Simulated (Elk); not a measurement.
# Cobalt: spin-resolved bands and density of states

Aim: the bands and densities of states of Cobalt in the lowest state of several starts.

Calculated with Elk 11.2.3 (patched build); PBE; all-electron APW+lo, Dirac cores, scalar-relativistic bands.

## Step 1: Starting point

The structure is hexagonal, space group P6_3/mmc (No. 194). Conventional cell: a = 2.507 Å, b = 2.507 Å, c = 4.070 Å, α = 90.00°, β = 90.00°, γ = 120.00°. Nearest to Co lie 12 Co at 2.50 to 2.51 Å.

Structure file:

```cif
data_structure
_symmetry_space_group_name_H-M 'P 1'
_symmetry_Int_Tables_number 1
_cell_length_a 2.5074
_cell_length_b 2.5074
_cell_length_c 4.0699
_cell_angle_alpha 90.000
_cell_angle_beta 90.000
_cell_angle_gamma 120.000
_cell_volume 22.16
loop_
_atom_site_label
_atom_site_type_symbol
_atom_site_fract_x
_atom_site_fract_y
_atom_site_fract_z
_atom_site_occupancy
Co1 Co 0.33333 0.66667 0.25000 1
Co2 Co 0.66667 0.33333 0.75000 1
```

## Step 2: Ground-state run

Bands and densities of states are read from a converged potential, so the magnetic state comes first.

This is the lowest of the starts that converged (ferro ++).

Moments are seeded by fields in the spheres (the last three columns under atoms), set against the wanted direction and reduced each loop.

Input file elk.in:

```
tasks
  0

xctype
  20

reducebf
  0.5

epsengy
  1e-05

maxscl
  100

rgkmax
  7.0

nempty
  12

swidth
  0.003

lmaxi
  3

spinpol
  .true.

sppath
  './'

avec
  4.73829928489 0.00000000000 0.00000000000
  -2.36914964244 4.10348755135 0.00000000000
  0.00000000000 0.00000000000 7.69099635461

atoms
  1
  'Co.in'
  2
  0.3333333333 0.6666666667 0.2500000000   0.000000 0.000000 -0.060000
  0.6666666667 0.3333333333 0.7500000000   0.000000 0.000000 -0.060000

ngridk
  12 12 6
```

Launch:

```sh
OMP_NUM_THREADS=2 elk
```

Numbers of over 12 decimals in the logs are rounded to 6 here.

The log of the run:

```text
Warning(gndstate): core states of species 1 leak from the muffin-tin :   0.6699123853E-03

--- INFO.OUT ---
┌─────────────────────────┐
│ Elk code version 11.2.3 │
└─────────────────────────┘

All units are atomic (Hartree, Bohr, etc.)

┌─────────────────────────────────────────────────┐
│ Ground-state run starting from atomic densities │
└─────────────────────────────────────────────────┘

Lattice vectors :
   4.738299285       0.000000000       0.000000000
  -2.369149642       4.103487551       0.000000000
   0.000000000       0.000000000       7.690996355

Species : 1 (Co)
 parameters loaded from : Co.in
 name : cobalt
 nuclear charge    :   -27.00000000
 electronic charge :    27.00000000
 atomic mass :    107428.6517
 muffin-tin radius :    2.334644196
 number of radial points in muffin-tin :    993
 inner part over the whole radius :   0.9921812145E-02
 number on inner part of muffin-tin    :    700
 approximate nuclear radius :   0.7243775530E-04
 number of mesh points to nuclear radius :    334
 atomic positions (lattice), magnetic fields (Cartesian) :
  1 :   0.33333333  0.16666667  0.25000000    0.00000000  0.00000000 -0.06000000
  2 :  -0.33333333 -0.16666667 -0.25000000    0.00000000  0.00000000 -0.06000000

Total number of atoms per unit cell :    2
Total muffin-tin volume :    106.6057705
 ratio of muffin-tin to unit cell volume :   0.7128899609

Spin treatment :
 spin-polarised
 global magnetic field (Cartesian) :    0.000000000       0.000000000       0.000000000
 collinear magnetisation in z-direction

Number of Bravais lattice symmetries :   24
Number of crystal symmetries         :   24
Crystal has inversion symmetry
Real symmetric eigensolver will be used

k-point grid :     12    12     6
k-point offset :    0.000000000       0.000000000       0.000000000
k-point set is reduced with full crystal symmetry group
Total number of k-points :       76

Muffin-tin radius times maximum |G+k| :    7.000000000
 using average radius
Maximum |G+k| for APW functions       :    2.998315551
Maximum (1/2)|G+k|²                   :    4.494948072
Maximum |G| for potential and density :    12.00000000
Constant for pseudocharge density :    7
 order of it for each species :   14
 order of it for pair densities of each species (exact exchange by exxq0 0: 14) :   10
Radial integration step length :    1

G-vector grid sizes :     20    20    30
Number of G-vectors :     4331

Maximum angular momentum used for
 APW functions            :    8
 outer part of muffin-tin :    6
 inner part of muffin-tin :    3

Number of empty states         :     24
Total number of valence states :     80
Total number of core states    :     24

Third-order local-orbitals added for an l without core states : T
Total number of local-orbitals :     44

Exchange-correlation functional :     20     0     0
 Perdew-Burke-Ernzerhof, Phys. Rev. Lett. 77, 3865 (1996)
 gradient requirement :    1
 generalised gradient approximation (GGA)

Smearing type :    3
 Fermi-Dirac
Smearing width :   0.3000000000E-02
Effective electronic temperature (K) :    947.3250744

Mixing type :    3
 Broyden mixing, J. Phys. A: Math. Gen. 17, L317 (1984)

Kohn-Sham potential initialised from atomic data

┌──────────────────────────────┐
│ Self-consistent loop started │
└──────────────────────────────┘

┌─────────────────┐
│ Loop number : 1 │
└─────────────────┘

Energies :
 Fermi                       :     0.209217
 sum of occupied eigenvalues :     -1612.4050249787
 electron kinetic            :      2825.0396856293
 core electron kinetic       :      2558.1813408137
 Coulomb                     :     -5493.0603106505
 Coulomb potential           :     -4282.0022571356
 nuclear-nuclear             :     -499.77031406297
 electron-nuclear            :     -5725.1087483826
 Hartree                     :      731.81875179514
 Madelung                    :     -3352.0591820827
 xc potential                :     -155.21638577645
 xc effective B-field        :    -0.168816
 external B-field            :      0.000000
 exchange                    :     -116.59127946432
 correlation                 :     -2.548976
 electron entropic           :    -0.16187259062599E-02
 total energy                :     -2787.1624996699
 (external B-field energy excluded from total)

Density of states at Fermi energy :    54.71031230
 (states/Hartree/unit cell)

Estimated indirect band gap :   0.9591980227E-03
 from k-point 2 to k-point 27
Estimated direct band gap   :   0.3915657188E-02
 at k-point 50

Charges :
 core                        :    24.00000000
 valence                     :    30.00000000
 interstitial                :    1.794605681
 muffin-tins (core leakage)
  species : 1 (Co)
   atom 1                    :    26.10269716     (  0.6902775035E-03)
   atom 2                    :    26.10269716     (  0.6902775035E-03)
 total in muffin-tins        :    52.20539432
 total calculated charge     :    53.99705467
 total charge                :    54.00000000
 error                       :   0.2945326483E-02

Moments :
 interstitial                :  -0.1010314222
 muffin-tins
  species : 1 (Co)
   atom 1                    :    1.945623713
   atom 2                    :    1.945623713
 total in muffin-tins        :    3.891247425
 total moment                :    3.790216003

[... earlier loops left out ...]

┌──────────────────┐
│ Loop number : 17 │
└──────────────────┘

Energies :
 Fermi                       :     0.302348
 sum of occupied eigenvalues :     -1607.0372093467
 electron kinetic            :      2828.1859708353
 core electron kinetic       :      2558.2655065212
 Coulomb                     :     -5495.7278677380
 Coulomb potential           :     -4280.1667274219
 nuclear-nuclear             :     -499.77031406297
 electron-nuclear            :     -5732.3362807399
 Hartree                     :      736.37872706480
 Madelung                    :     -3355.6445040271
 xc potential                :     -154.92471301829
 xc effective B-field        :    -0.131740
 external B-field            :      0.000000
 exchange                    :     -116.85388463190
 correlation                 :     -2.549713
 electron entropic           :    -0.15916278135349E-02
 total energy                :     -2786.9470863056
 (external B-field energy excluded from total)

Density of states at Fermi energy :    53.61042205
 (states/Hartree/unit cell)

Estimated indirect band gap :   0.3729139469E-03
 from k-point 63 to k-point 27
Estimated direct band gap   :   0.1795015842E-02
 at k-point 22

Charges :
 core                        :    24.00000000
 valence                     :    30.00000000
 interstitial                :    1.692724048
 muffin-tins (core leakage)
  species : 1 (Co)
   atom 1                    :    26.15363798     (  0.6699123853E-03)
   atom 2                    :    26.15363798     (  0.6699123853E-03)
 total in muffin-tins        :    52.30727595
 total calculated charge     :    53.99708254
 total charge                :    54.00000000
 error                       :   0.2917462323E-02

Moments :
 interstitial                :  -0.1013546235
 muffin-tins
  species : 1 (Co)
   atom 1                    :    1.717484399
   atom 2                    :    1.717484399
 total in muffin-tins        :    3.434968797
 total moment                :    3.333614174

┌──────────────────────────────┐
│ Self-consistent loop stopped │
└──────────────────────────────┘

Warning : core states of species 1 leak from the muffin-tin :   0.6699123853E-03

Wrote STATE.OUT
```

Wall time 2 min (2 threads of Arm Neoverse V2, shared host); peak memory 0.15 GiB.

Numbers from this step:

* density of states at the Fermi level: 1.970 states/eV/cell
* moment between the spheres: -0.1014 μB
* magnetization: 3.334 μB
* final state: ferromagnetic
* largest moment: 1.717 μB

## Step 3: Levels along a path and on the mesh

The potential is kept. Point names follow a standard table for this cell's lattice and can differ from other conventions. The density of states is interpolated from the levels on the mesh (so its value at the Fermi level can differ from the smeared one of the ground-state run), and the bands are solved anew along a path of special points.

Input file elk.in:

```
tasks
  10
  20
  15
  33
  73

xctype
  20

reducebf
  0.5

epsengy
  1e-05

maxscl
  100

rgkmax
  7.0

nempty
  12

swidth
  0.003

lmaxi
  3

spinpol
  .true.

sppath
  './'

avec
  4.73829928489 0.00000000000 0.00000000000
  -2.36914964244 4.10348755135 0.00000000000
  0.00000000000 0.00000000000 7.69099635461

atoms
  1
  'Co.in'
  2
  0.3333333333 0.6666666667 0.2500000000   0.000000 0.000000 -0.000060
  0.6666666667 0.3333333333 0.7500000000   0.000000 0.000000 -0.000060

ngridk
  12 12 6

wplot
  300 60 1
  -0.35000 0.25000

plot1d
  7 84
  0.00000000 0.00000000 0.00000000
  0.50000000 0.00000000 0.00000000
  0.33333333 0.33333333 0.00000000
  0.00000000 0.00000000 0.00000000
  0.00000000 0.00000000 0.50000000
  0.50000000 0.00000000 0.50000000
  0.33333333 0.33333333 0.50000000

plot3d
  0 0 0
  1 0 0
  0 1 0
  0 0 1
  13 13 21
```

Launch:

```sh
OMP_NUM_THREADS=2 elk
```

The log of the run:

```text
┌─────────────────────────────────┐
│ Elk code version 11.2.3 started │
└─────────────────────────────────┘

Info(readinput): the functional depends on the density's gradient
 muffin-tin radial points multiplied by    2.00000
 (not where nrmtscf is given)

┌───────────────────┐
│ Current task : 10 │
└───────────────────┘
Info(checkmt): changed muffin-tin radius of species 1 (Co) from   2.4000 to   2.3346

Info(findsymcrys): atomic basis shift (lattice) :
   0.000000000      0.5000000000       0.000000000
See GEOMETRY.OUT for new atomic positions

Info(writedos):
 Total density of states written to TDOS.OUT

 Partial density of states written to PDOS_Sss_Aaaaa.OUT
 for all species and atoms

 Spin-quantisation axis :    0.000000000       0.000000000       1.000000000

 Eigenvalues of a random matrix symmetrised with the site
 symmetries in the Yₗₘ basis written to ELMIREP.OUT for all
 species and atoms. Degenerate eigenvalues correspond to
 irreducible representations of each site symmetry group

 Interstitial density of states written to IDOS.OUT

 Fermi energy is at zero in plots

 DOS units are states/Hartree/unit cell

┌───────────────────┐
│ Current task : 20 │
└───────────────────┘

Info(bandstr):
 Band structure plot written to BAND.OUT

 Fermi energy is at zero in plot

 Vertex location lines written to BANDLINES.OUT

┌───────────────────┐
│ Current task : 15 │
└───────────────────┘

Info(writelsj):
 muffin-tin L, S and J expectation values written to LSJ.OUT

┌───────────────────┐
│ Current task : 33 │
└───────────────────┘

Info(rhoplot): 3D density plot written to RHO3D.OUT

┌───────────────────┐
│ Current task : 73 │
└───────────────────┘

Info(vecplot):
 3D magnetisation density written to MAG3D.OUT

┌──────────────────┐
│ Elk code stopped │
└──────────────────┘
```

Run time: 75 s. Hardware: 2 threads; peak memory 0.17 GiB.

Electronic bands along the path, in eV, zero at the Fermi level; # counts the bands kept:

```csv
point,up #9,up #10,up #11,up #12,down #5,down #7,down #8,down #9
Γ,-1.92,-0.88,-0.88,-0.25,-0.88,-0.53,-0.24,-0.09
0.53 of the way,-1.60,-1.43,-0.70,4.51,-0.99,-0.59,0.15,0.19
M,-0.65,-0.59,1.19,3.14,-1.03,-0.59,1.21,1.33
halfway,-0.77,-0.74,2.20,3.72,-1.20,-0.48,1.01,1.18
K,-0.97,-0.88,4.33,5.10,-1.30,-0.28,0.92,0.92
0.47 of the way,-1.25,-0.84,-0.76,5.46,-1.05,-0.48,-0.03,0.58
Γ,-1.92,-0.88,-0.88,-0.25,-0.88,-0.53,-0.24,-0.09
halfway,-1.61,-1.61,-0.91,-0.91,-0.98,-0.69,-0.69,0.25
A,-1.17,-1.17,-1.16,-1.16,-0.95,-0.95,-0.95,0.75
0.53 of the way,-1.14,-1.14,-0.44,-0.44,-1.13,-0.21,-0.21,0.76
L,-0.64,-0.64,1.45,1.45,0.01,0.24,0.24,1.31
halfway,-0.76,-0.75,3.10,3.10,-1.17,0.12,0.12,1.16
H,-0.81,-0.81,5.51,5.51,-1.68,-0.14,-0.14,1.10
```

The density of states has structure finer than the step of the table below, so its rows give means over 0.5 eV, whole bins alone (the curve runs from -9.52 to 6.75 eV). Peaks (eV: height): up -3.43: 2.94, -2.18: 3.31, -0.76: 4.74; down -2.07: 2.60, -0.54: 3.21, 1.20: 4.56; Co1 d up -3.43: 1.23, -2.18: 1.50, -0.76: 2.32; Co1 d down -2.07: 1.01, -0.54: 1.43, 1.20: 2.24.

Table of density of states by energy, zero at the Fermi level; means over each step; values in states/eV/cell:

```csv
energy (eV),up,down,Co1 d up,Co1 d down
-9.0,0.00192,7.2e-4,0,0
-8.5,0.0372,0.0314,3.2e-5,0
-8.0,0.0661,0.0615,2.8e-4,1.5e-4
-7.5,0.0904,0.0833,9.7e-4,5.2e-4
-7.0,0.115,0.105,0.00259,0.00132
-6.5,0.149,0.128,0.00638,0.00284
-6.0,0.202,0.156,0.0158,0.00580
-5.5,0.314,0.191,0.0456,0.0114
-5.0,0.886,0.248,0.249,0.0231
-4.5,1.57,0.363,0.571,0.0546
-4.0,1.59,0.709,0.644,0.173
-3.5,2.19,0.940,0.917,0.289
-3.0,1.74,1.26,0.762,0.464
-2.5,3.06,1.40,1.38,0.543
-2.0,2.50,1.80,1.13,0.706
-1.5,1.91,1.29,0.899,0.541
-1.0,3.12,2.64,1.52,1.15
-0.5,1.47,2.49,0.702,1.10
0.0,0.330,1.50,0.118,0.689
0.5,0.320,1.64,0.0960,0.784
1.0,0.331,3.22,0.0857,1.57
1.5,0.277,1.09,0.0644,0.506
2.0,0.253,0.457,0.0533,0.175
2.5,0.246,0.382,0.0477,0.130
3.0,0.235,0.313,0.0423,0.0952
3.5,0.237,0.285,0.0407,0.0782
4.0,0.220,0.266,0.0362,0.0667
4.5,0.187,0.257,0.0294,0.0598
5.0,0.204,0.231,0.0308,0.0503
5.5,0.0883,0.198,0.0133,0.0401
6.0,0.0500,0.178,0.00764,0.0344
```

## Step 4: Results

| Quantity | Value |
| --- | --- |
| state | ferromagnetic |
| largest moment | 1.72 μB |

**Reading.** Right at the Fermi level (the table gives means over its steps) the density of states is 0.32 states/eV a cell for spin up and 1.5 for spin down. Within the window shown, the centres of the Co1 d states of the two spins lie 1.7 eV apart, a rough measure of the splitting of the spins. The state is the lowest of the starts that converged. These are Kohn–Sham levels without spin–orbit coupling.

[Logs and program files are shortened in this print: banners, set-up blocks, solver, clock and traceback lines can be left out without a mark of their own.]

[Logs are printed without paths, hosts, clocks, repeated set-up lines and the standing remarks that a program may print on its own settings, such as how far it seeks lower states.]

[Hosts, paths, dates, database ids (printed as entryN), source tags and the programs' standing remarks are cut or masked in the printed files.]

[Where a cell is said to come from a database of computed structures, the database is the Materials Project.]
